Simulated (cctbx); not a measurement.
# Symmetry from intensities

Cell: a = 5.0230 Å, b = 5.0230 Å, c = 5.0230 Å, α = 90.00°, β = 90.00°, γ = 90.00°. Expected content of the cell: Sm3 Ga1 B1.

Simulated single-crystal data (cctbx): Cu Kα, λ = 1.54184 Å, to d = 0.83 Å, 95 % of the full sphere, strongest reflection 70000 counts, noise from counting, a 2 % proportional error and a noise floor of 15 counts (s.d.); no absorption.

Tests on the unmerged data give:

```text
869 reflections to d = 0.837 A
centring   violations  <I/sigma> of those
    A        415 of   415     22.2
    B        416 of   416     22.3
    C        413 of   413     22.3
    I        443 of   443     30.5
    R        581 of   581     28.9
    F        622 of   622     22.3
Laue class    unique    Rint  (classes that these axes allow; Friedel mates merged)
P -1              460   0.013
P 1 2/m 1         262   0.015
P 1 1 2/m         262   0.015
P 2/m 1 1         261   0.015
P m m m           162   0.016
P 4/m             134   0.017
P 4/m m m          94   0.017
R -3 :R           156   0.016
R -3 m :R         101   0.016
P m -3             56   0.017
P m -3 m           41   0.017
space group    extra absences  I>4sigma  <I/sigma>
P 4 3 2                 0          0         -  acentric
P -4 3 m                0          0         -  acentric
P m -3 m                0          0         -  centric
Wilson B = 0.39 A^2   <|E^2-1|> = 0.820 (0.968 centric, 0.736 acentric)   E^2>4: 0.0 %
shell (A)         n   <I/sigma>
 5.02 - 1.20     17    121.1
 1.20 - 0.96     13    135.8
 0.96 - 0.84     11    133.6
```

Q: Read the symmetry from these tables.

Every centring test has many violations, so the lattice is primitive.

Rint stays low (0.013 to 0.017) up to P m -3 m, the highest class in these axes.

3 settings pass the absence test. No glide or screw absences show, which leaves P 4 3 2, P -4 3 m and P m -3 m.

⟨|E²−1|⟩ = 0.820 lies between the two ideal values. The Wilson B of 0.39 Å² means U ≈ 0.0049 Å².

The true group is Pm-3m (no. 221), Laue class m-3m, centrosymmetric. The tables only narrow the choice to the tied entries; cell content, site symmetry and trial solutions must settle it.

This is a model crystal, built by substitution and not relaxed, with assumed displacement parameters.

[Logs are printed without paths, hosts, clocks, repeated set-up lines and the standing remarks that a program may print on its own settings, such as how far it seeks lower states.]
